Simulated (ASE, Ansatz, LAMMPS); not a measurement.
## (20,0) carbon nanotube (160 atoms): support functions against a reference

Wanted: errors and times of a linear-scaling basis for (20,0) carbon nanotube (160 atoms). A setting counts as converged where the r.m.s. difference of forces stays under 1 % of the r.m.s. force.

Main program and level: Ansatz 0.2.0; Kohn-Sham DFT, LDA, PAW (set soft_2), plane waves.

### 1. Set-up

The cell holds 160 atoms: 160 C. Its edges and angles: a = 27.661 Å, b = 27.661 Å, c = 8.380 Å, α = 90.0°, β = 90.0°, γ = 90.0°. It derives from C (graphene). Graphene sheet (a = 2.46 Å) rolled into a (20,0) tube of diameter 15.66 Å, 2 periods, 12 Å of vacuum; minimised with a classical potential (one cell length free). Vacuum lies along a and b. The structure repeats along c.

Limits known from the start: Beside vacuum, support functions can miss their usual error bounds without a warning. Only the Γ point is sampled, in a cell whose periodic width is 8 Å.

### 2. How the cell was made

A minimisation with a classical potential prepares the built cell.

This step: classical potential: AIREBO (Stuart, Tutein and Harrison, J. Chem. Phys. 112, 6472 (2000)) (LAMMPS stable Jul 2025 - Update 4).

The input, in.lammps:

```
units metal
atom_style atomic
boundary p p p
atom_modify map array
read_data structure.data
pair_style airebo 3.0 1 1
pair_coeff * * CH.airebo C
thermo_style custom step temp pe press lx ly lz fmax
thermo 200
min_style cg
minimize 0 1e-4 3000 30000
fix box all box/relax z 0.0 vmax 0.001
minimize 0 1e-4 3000 30000
unfix box
minimize 0 1e-4 2000 20000
write_data relaxed.data nocoeff
```

The run is started by

```bash
lmp -in in.lammps -log log.lammps -screen none -nocite
```

What it wrote:

```text
LAMMPS (22 Jul 2025 - Update 4)
  160 atoms
   Step          Temp          PotEng         Press            Lx             Ly             Lz            Fmax     
         0   0             -1182.5996     -25466.907      27.660846      27.660846      8.52169        0.11395451   
        16   0             -1183.8214     -11732.226      27.660846      27.660846      8.52169        5.9477434e-06
Loop time of 0.0692461 on 1 procs for 16 steps with 160 atoms
Minimization stats:
  Stopping criterion = force tolerance
  Energy initial, next-to-last, final = 
     -1182.59962957888   -1183.8213942377  -1183.82139423784
  Force two-norm initial, final = 1.5908653 6.6856596e-05
  Force max component initial, final = 0.11395451 5.9477434e-06
  Iterations, force evaluations = 16 32
   Step          Temp          PotEng         Press            Lx             Ly             Lz            Fmax     
        16   0             -1183.8214     -11732.226      27.660846      27.660846      8.52169        5.9477434e-06
        88   0             -1184.9939     -0.21465925     27.660846      27.660846      8.3804537      9.1479056e-06
Loop time of 0.255514 on 1 procs for 72 steps with 160 atoms
Minimization stats:
  Stopping criterion = force tolerance
  Energy initial, next-to-last, final = 
     -1183.82139423784  -1184.99391315745  -1184.99391315747
  Force two-norm initial, final = 143.23457 7.5044153e-05
  Force max component initial, final = 143.23457 2.9943925e-05
  Iterations, force evaluations = 72 129
   Step          Temp          PotEng         Press            Lx             Ly             Lz            Fmax     
        88   0             -1184.9939     -0.21465925     27.660846      27.660846      8.3804537      9.1479056e-06
        89   0             -1184.9939     -0.20922467     27.660846      27.660846      8.3804537      7.1516698e-06
Loop time of 0.00518172 on 1 procs for 1 steps with 160 atoms
Minimization stats:
  Stopping criterion = force tolerance
  Energy initial, next-to-last, final = 
     -1184.99391315747  -1184.99391315747  -1184.99391315752
  Force two-norm initial, final = 6.8811236e-05 5.2730418e-05
  Force max component initial, final = 9.1479056e-06 7.1516698e-06
  Iterations, force evaluations = 1 2
```

Wall time 0.96 s (1 thread of Intel Xeon at 2.80GHz (Skylake/Cascade Lake), shared host).

### 3. Plane-wave single point

The first run fixes the reference, at a cutoff of 420 eV.

The input, input.yaml:

```yaml
crystal:
  lattice:
    - [27.66085, 0.0, 0.0]
    - [0.0, 27.66085, 0.0]
    - [0.0, 0.0, 8.38045]
  atoms:
    - { symbol: C, position: [0.77937, 0.5, 0.17505] }
    - { symbol: C, position: [0.77593, 0.5437, 0.0918] }
    - { symbol: C, position: [0.7657, 0.58633, 0.17505] }
    - { symbol: C, position: [0.74892, 0.62683, 0.0918] }
    - { symbol: C, position: [0.77593, 0.5437, 0.42505] }
    - { symbol: C, position: [0.7657, 0.58633, 0.3418] }
    - { symbol: C, position: [0.72601, 0.66421, 0.17505] }
    - { symbol: C, position: [0.69754, 0.69754, 0.0918] }
    - { symbol: C, position: [0.74892, 0.62683, 0.42505] }
    - { symbol: C, position: [0.72601, 0.66421, 0.3418] }
    - { symbol: C, position: [0.66421, 0.72601, 0.17505] }
    - { symbol: C, position: [0.62683, 0.74892, 0.0918] }
    - { symbol: C, position: [0.69754, 0.69754, 0.42505] }
    - { symbol: C, position: [0.66421, 0.72601, 0.3418] }
    - { symbol: C, position: [0.58633, 0.7657, 0.17505] }
    - { symbol: C, position: [0.5437, 0.77593, 0.0918] }
    - { symbol: C, position: [0.62683, 0.74892, 0.42505] }
    - { symbol: C, position: [0.58633, 0.7657, 0.3418] }
    - { symbol: C, position: [0.5, 0.77937, 0.17505] }
    - { symbol: C, position: [0.4563, 0.77593, 0.0918] }
    - { symbol: C, position: [0.5437, 0.77593, 0.42505] }
    - { symbol: C, position: [0.5, 0.77937, 0.3418] }
    - { symbol: C, position: [0.41367, 0.7657, 0.17505] }
    - { symbol: C, position: [0.37317, 0.74892, 0.0918] }
    - { symbol: C, position: [0.4563, 0.77593, 0.42505] }
    - { symbol: C, position: [0.41367, 0.7657, 0.3418] }
    - { symbol: C, position: [0.33579, 0.72601, 0.17505] }
    - { symbol: C, position: [0.30246, 0.69754, 0.0918] }
    - { symbol: C, position: [0.37317, 0.74892, 0.42505] }
    - { symbol: C, position: [0.33579, 0.72601, 0.3418] }
    - { symbol: C, position: [0.27399, 0.66421, 0.17505] }
    - { symbol: C, position: [0.25108, 0.62683, 0.0918] }
    [... 122 atom lines left out ...]
    - { symbol: C, position: [0.7657, 0.41367, 0.67505] }
    - { symbol: C, position: [0.77593, 0.4563, 0.5918] }
    - { symbol: C, position: [0.74892, 0.37317, 0.92505] }
    - { symbol: C, position: [0.7657, 0.41367, 0.8418] }
    - { symbol: C, position: [0.77593, 0.4563, 0.92505] }
    - { symbol: C, position: [0.77937, 0.5, 0.8418] }
kpoints:
  mp_grid: { grid: [1, 1, 1] }
hamiltonian:
  xc: lda
scf:
  occupations: { method: gaussian, width: 0.025 }
output:
  forces: true
  populations: intrinsic
  dos:
    method: { smearing: { sigma: 0.1 } }
    de: 0.1
    projected: { site_lists: { C: [C] } }
  eigenvalues: true
  write_density: true
  write_potential: true
  volumetric_format: npy
```

The run is started by

```bash
ansatz run input.yaml --threads 8 --pin off --max-ram 15872MiB --backend cpu --events-out ev --progress --plain --runs-dir out
```

What it wrote:

```text
Engine: ansatz 0.2.0, aarch64-unknown-linux-gnu
Pseudopotentials: kind: paw
Pseudopotential: C, paw, valence charge 4, recommended cutoff 420 eV (normal), C.paw.azcp
[... 3 lines on functional and potentials left out ...]
Crystal: 160 atoms, lattice volume = 6412.072 Å³
Basis set: ecut = 420 eV, 125221 PW (Γ)
Bands: 480, of which v1, the nominal top of the filled ones, is band 320 counted from 1 (319 counted from 0)
Symmetry: 32 space group operations
Space group: P4/mmm (ITA 123), of the structure as read, at distance tolerance 1.9e-4 Å
k-points: 1
[... 4 lines on functional and potentials left out ...]
Initial density: superposition of atomic densities (neutral atoms: chi_scale 0, normalization atom), corrected by the library's trained network
Initial wavefunctions: pseudopotential atomic-orbital guess
Functional: x = slater, c = lda
SCF iter   1: F=—  HF=-38857.377927 eV  |F-HF|=—  |Δ(HF+E_count)|=         —  Δρ=3.37e-3  dr2=6.59e-1  ethr=1.77e-3  ⟨swp⟩=7.0  Hψ=2361  notcnv=0  defer=133
preconditioner: auto → Resta (q_TF=auto, 1.858 Å⁻¹)  ε∞=1.6  [insulator: Δε(μ)=0.507 eV  Ē_g=14.856 eV  σ=0.025 eV  W_gap=1.00  n_scr=704 (ndim 8)  ℏωp=11.7 eV  f_vac=0.743  D(μ)=0.00/eV (n_scr^D=0)  ε∞_Penn≈1.6  vacuum switching on, ρ_ref=1.6e-2 e/Å³]
SCF iter   2: F=—  HF=-38857.285259 eV  |F-HF|=—  |Δ(HF+E_count)|=   9.27e-2  Δρ=1.54e-3  dr2=7.00e-2  ethr=1.03e-4  ⟨swp⟩=2.0  Hψ=763  notcnv=0  defer=156
SCF iter   3: F=—  HF=-38857.309607 eV  |F-HF|=—  |Δ(HF+E_count)|=   2.43e-2  Δρ=6.26e-4  dr2=1.21e-2  ethr=1.09e-5  ⟨swp⟩=2.0  Hψ=570  notcnv=0  defer=156
SCF iter   4: F=—  HF=-38857.330553 eV  |F-HF|=—  |Δ(HF+E_count)|=   2.09e-2  Δρ=4.52e-5  dr2=1.43e-4  ethr=1.90e-6  ⟨swp⟩=2.0  Hψ=625  notcnv=0  defer=156
SCF iter   5: F=—  HF=-38857.331173 eV  |F-HF|=—  |Δ(HF+E_count)|=   6.20e-4  Δρ=3.30e-5  dr2=4.64e-4  ethr=2.24e-8  ⟨swp⟩=3.0  Hψ=696  notcnv=0  defer=156
SCF iter   6: F=—  HF=-38857.331136 eV  |F-HF|=—  |Δ(HF+E_count)|=   3.66e-5  Δρ=5.14e-6  dr2=4.68e-6  ethr=2.24e-8  ⟨swp⟩=2.0  Hψ=523  notcnv=0  defer=156
SCF iter   7: F=—  HF=-38857.333640 eV  |F-HF|=—  |Δ(HF+E_count)|=   2.50e-3  Δρ=2.07e-6  dr2=6.72e-7  ethr=7.31e-10  ⟨swp⟩=2.0  Hψ=572  notcnv=0  defer=156
SCF iter   8: F=-38857.333640 eV  HF=-38857.333640 eV  |F-HF|=7.02e-8  |Δ(HF+E_count)|=   1.22e-7  Δρ=7.48e-7  dr2=8.52e-8  ethr=1.56e-11  ⟨swp⟩=42.0  Hψ=6891  notcnv=0
SCF 1 converged in 8 iterations: F = -38857.333640 eV  dr2 = 8.52e-8
  greatest PAW one-centre occupation: 0.677 electrons in one spin orbital (limit 2), on the C atom at site 152 (counted from 0), in its partial waves of l = 0
WARN: The output density's exchange-correlation potential varies sharply where the density is thin. Do not read a vacuum level from v_tot or v_xc, or from such a field of the output density. On a cell that repeats whose density bears no net charge and no dipole along the vacuum's axis use v_es (v_loc + v_h of the components); [...]
SCF converged after 8 iterations
Free energy (F): -38857.333640 eV
Harris-Foulkes:  -38857.333640 eV  (|F-HF|=7.02e-8)
Internal energy: -38857.333640 eV  (E = F + TS)
E sigma→0 (E₀):  -38857.333640 eV
Fermi energy:    -1.922779 eV
--- Per-component energies (eV) ---
  E_band       = -7173.874787
  E_kinetic    = 14800.149827
  E_local      = -263854.300759  (includes V_loc(G=0)·N_el)
  E_nonlocal   = 4612.588447
  E_hartree    = 124023.305466
  E_xc         = -7654.526483
  E_vxc        = -9518.908245  (∫ρ·V_xc dr)
  E_paw        = -14731.115830  (= ΣΔE_a)
  E_vpaw       = -1260.008161  (= ΣTr[D̂ρ^β])
  E_aug_tail   = 0.001788  (compensation charges beyond the density's cutoff)
  E_ewald      = 103936.510704
  E_core_change = 10.053201  (= ΣΔE_core)
  E_smearing   = -0.000000  (= −TS)
  E_closure    = -0.000000  (closes the sum)
  Σ components = -38857.333640   (vs F -38857.333640, Δ=0.00e0)
--- Forces (eV/Å), atoms counted from 1 ---
  atom   1  C      0.07846424     0.00000000    -0.54594714
  atom   2  C      0.07787272     0.01677233     0.54689550
  atom   3  C      0.07453653     0.02332560    -0.54783156
  atom   4  C      0.06889346     0.03798464     0.54803304
  atom   5  C      0.07787272     0.01677233    -0.54689550
  atom   6  C      0.07453653     0.02332560     0.54783156
  atom   7  C      0.06787147     0.04101797    -0.54706252
  atom   8  C      0.05608238     0.05608238     0.54570960
  atom   9  C      0.06889346     0.03798464    -0.54803304
  atom  10  C      0.06787147     0.04101797     0.54706252
  atom  11  C      0.04101797     0.06787147    -0.54706252
  atom  12  C      0.03798464     0.06889346     0.54803304
  atom  13  C      0.05608238     0.05608238    -0.54570960
  atom  14  C      0.04101797     0.06787147     0.54706252
[...]
atom 159  C      0.07787272    -0.01677233    -0.54689550
  atom 160  C      0.07846424     0.00000000     0.54594714
  max |Σ_I F_I| component: 7.77e-16 eV/Å
--- Band table (eV) ---
  k-point 0: bands = ["-21.7302", "-21.6838", "-21.6838", "-21.5446", [... 464 levels ...], "4.9876", "4.9876", "5.0333", "5.0333", "5.0344", "5.0344", "5.0366", "5.0382", "5.2069", "5.2070", "5.2276", "5.2276"]
--- intrinsic populations: 160 sites ---
  site symbol       q [e]
     0      C      4.0000
     1      C      4.0000
     2      C      4.0000
[...]
159      C      4.0000
  spilling = 0.000000 (of n_electrons = 640.000000)
```

Elapsed: 70 s, on 8 threads of Arm Neoverse V2, shared host; peak memory 6.9 GiB.

The program notes that the exchange-correlation potential is rough where the density is thin.

Numbers from this run:

```
free energy                                      : -38857.3336 eV
free energy per atom                             : -242.8583 eV/atom
SCF cycles                                       : 8
r.m.s. force component                           : 0.3192 eV/Å
longest force                                    : 0.5536 eV/Å
Fermi energy                                     : -1.923 eV
gap (highest filled to lowest empty level) : 0.5179 eV
```

Length of the force by element:

```
element  coordination  atoms  mean length of the force (eV/Å)  spread  least   most
      C           all    160                            0.553  7.0e-4  0.551  0.554
```

Intrinsic-atomic-orbital charges by element:

```
element  coordination  atoms  mean charge (e)  spread  least  most
      C           all    160                0       0      0     0
```

States in the cell by windows of 1 eV, zero at the Fermi level; the larger projections on atomic orbitals stand beside the total:

```
from (eV)  to (eV)  total   C p   C s
      -14      -13   38.0  24.4  13.1
      -13      -12   33.8  21.3  12.2
      -12      -11   19.4  13.6   5.6
      -11      -10   27.1  22.5   4.3
      -10       -9   23.0  18.7   4.1
       -9       -8   28.8  24.5   3.9
       -8       -7   54.8  47.7   6.3
       -7       -6   98.1  94.0   3.2
       -6       -5   55.7  54.1   1.1
       -5       -4   27.6  27.0   0.4
       -4       -3   42.7  42.3   0.2
       -3       -2   30.4  30.2   0.0
       -2       -1   15.4  15.3   0.0
       -1        0    8.5   8.4   0.0
        0        1   13.3  13.2   0.0
        1        2   35.3  33.7   0.2
        2        3   13.2  12.3   0.0
        3        4   25.8  10.8   0.1
        4        5   36.5  10.1   0.0
```

Between -20 and -14 eV lie 137 more states.

The levels nearest the highest filled one (over half full), pooled over k-points and spins:

| level less the highest filled one (eV) | occupation |
| --- | --- |
| -0.806 | 2 |
| -0.806 | 2 |
| -0.198 | 2 |
| -0.198 | 2 |
| 0 | 2 |
| 0 | 2 |
| 0.518 | 0 |
| 0.518 | 0 |
| 0.669 | 0 |
| 0.669 | 0 |
| 1.16 | 0 |
| 1.16 | 0 |

Valence density in the ca plane at fractional y = 0.221, with atoms of C within 0.2 Å of it. It is the smooth field of the valence electrons, not physical close to the nuclei.

Values in e/Å³, 13 rows by 16 columns, each cell a mean:
```
0.0 0.0 0.0 0.0 0.0 0.0 0.0 0.0 0.0 0.0 0.0 0.0 0.0 0.0 0.0 0.0
0.0 0.0 0.0 0.0 0.0 0.0 0.0 0.0 0.0 0.0 0.0 0.0 0.0 0.0 0.0 0.0
0.0 0.0 0.0 0.0 0.0 0.0 0.0 0.0 0.0 0.0 0.0 0.0 0.0 0.0 0.0 0.0
0.0 0.0 0.0 0.0 0.0 0.0 0.0 0.0 0.0 0.0 0.0 0.0 0.0 0.0 0.0 0.0
0.2 0.2 0.2 0.1 0.1 0.2 0.3 0.2 0.2 0.2 0.2 0.1 0.1 0.2 0.3 0.2
0.8 1.1 1.4 0.9 0.7 1.1 1.4 1.0 0.8 1.1 1.4 0.9 0.7 1.1 1.4 1.0
0.8 1.3 1.8 1.2 1.0 1.5 1.8 1.0 0.8 1.3 1.8 1.2 1.0 1.5 1.8 1.0
0.6 1.0 1.3 0.9 0.7 1.1 1.3 0.8 0.6 1.0 1.3 0.9 0.7 1.1 1.3 0.8
0.2 0.2 0.2 0.1 0.1 0.1 0.2 0.2 0.2 0.2 0.2 0.1 0.1 0.1 0.2 0.2
0.0 0.0 0.0 0.0 0.0 0.0 0.0 0.0 0.0 0.0 0.0 0.0 0.0 0.0 0.0 0.0
0.0 0.0 0.0 0.0 0.0 0.0 0.0 0.0 0.0 0.0 0.0 0.0 0.0 0.0 0.0 0.0
0.0 0.0 0.0 0.0 0.0 0.0 0.0 0.0 0.0 0.0 0.0 0.0 0.0 0.0 0.0 0.0
0.0 0.0 0.0 0.0 0.0 0.0 0.0 0.0 0.0 0.0 0.0 0.0 0.0 0.0 0.0 0.0
```
Columns run along c (8.4 Å), rows up along a (27.7 Å). Atoms in or near the plane, at fractional coordinates: C at (0.09, 0.46), C at (0.18, 0.50), C at (0.09, 0.54), C at (0.43, 0.46), C at (0.34, 0.50), C at (0.43, 0.54), C at (0.59, 0.46), C at (0.68, 0.50), C at (0.59, 0.54), C at (0.93, 0.46), C at (0.84, 0.50), C at (0.93, 0.54).

Electrostatic potential energy in the ca plane at fractional y = 0.221, with atoms of C within 0.2 Å of it. With pseudopotentials it is smooth inside the atoms' cores, unlike the true potential.

Values in eV, 13 rows by 16 columns, each cell a mean:
```
  3   3   3   3   3   3   3   3   3   3   3   3   3   3   3   3
  3   3   3   3   3   3   3   3   3   3   3   3   3   3   3   3
  3   3   3   3   3   2   3   3   3   3   3   3   3   2   3   3
  2   2   2   2   2   2   2   2   2   2   2   2   2   2   2   2
  0  -1  -1   0   1   0  -1  -1   0  -1  -1   0   1   0  -1  -1
-12 -24 -32 -20 -10 -26 -30 -21 -12 -24 -32 -20 -10 -26 -30 -21
-11 -27 -38 -27 -16 -33 -36 -22 -11 -27 -38 -27 -16 -33 -36 -22
 -9 -20 -28 -20 -10 -25 -26 -16  -9 -20 -28 -20 -10 -25 -26 -16
  0  -1   0   1   1   1  -1  -1   0  -1   0   1   1   1  -1  -1
  2   2   2   2   2   2   2   2   2   2   2   2   2   2   2   2
  3   2   2   2   3   2   2   3   3   2   2   2   3   2   2   3
  3   3   3   3   3   3   3   3   3   3   3   3   3   3   3   3
  3   3   3   3   3   3   3   3   3   3   3   3   3   3   3   3
```
Columns run along c (8.4 Å; values clipped at the 3rd and 97th percentile), rows up along a (27.7 Å). Atoms in or near the plane, at fractional coordinates: C at (0.09, 0.46), C at (0.18, 0.50), C at (0.09, 0.54), C at (0.43, 0.46), C at (0.34, 0.50), C at (0.43, 0.54), C at (0.59, 0.46), C at (0.68, 0.50), C at (0.59, 0.54), C at (0.93, 0.46), C at (0.84, 0.50), C at (0.93, 0.54).

Intrinsic-atomic-orbital charges run from -0.00 to +0.00 e. The largest share in the top eV of filled states is C p (100 % of the projected weight), and in the lowest eV of empty states C p (100 % of the projected weight).

### 4. Distances and neighbours

These statistics describe the geometry on which the runs were made.

Normalised to the volume that the atoms fill. Pair distribution function in bins of 0.2 Å:

```csv
r (Å),total
1.30,10.05
1.50,0.00
1.70,0.00
1.90,0.00
2.10,0.00
2.30,0.00
2.50,6.50
2.70,2.48
2.90,0.00
3.10,0.00
3.30,0.00
3.50,0.00
3.70,2.82
3.90,0.00
4.10,2.19
4.30,0.00
4.50,0.00
4.70,0.56
4.90,1.60
5.10,1.00
5.30,0.00
5.50,0.62
5.70,0.00
5.90,0.36
6.10,0.69
6.30,1.27
6.50,0.61
6.70,0.00
```

Bonds by pair of elements; cutoffs follow the first minimum of g(r), held within bounds set by covalent radii, and pairs that aren't listed don't count as bonded:

| pair A-B | cutoff (Å) | bonds | mean length (Å) | spread (Å) | shortest (Å) | B about A | A about B |
| --- | --- | --- | --- | --- | --- | --- | --- |
| C-C | 1.77 | 240 | 1.40 | 0.001 | 1.40 | 3 | 3 |

How many atoms have how many bonded neighbours:

```
element  mean    3
      C     3  160
```

Bond angles, per cent of each kind in bins of 5°:

```
angle (°)  C-C-C
  115–120  100.0
```

Bond angles (no mean is given where the spread exceeds 20°):

| angle | count | mean (°) | spread (°) |
| --- | --- | --- | --- |
| C-C-C | 480 | 120 | 0.2 |

Counting bonds as in the table, all C atoms have 3 bonded neighbours. The C-C-C angle averages 120° with a spread of 0.2°.

(Continued in part 2 of 2.)

[Logs are printed without paths, hosts, clocks, repeated set-up lines and the standing remarks that a program may print on its own settings, such as how far it seeks lower states.]

[Hosts, paths, dates, database ids (printed as entryN), source tags and the programs' standing remarks are cut or masked in the printed files.]
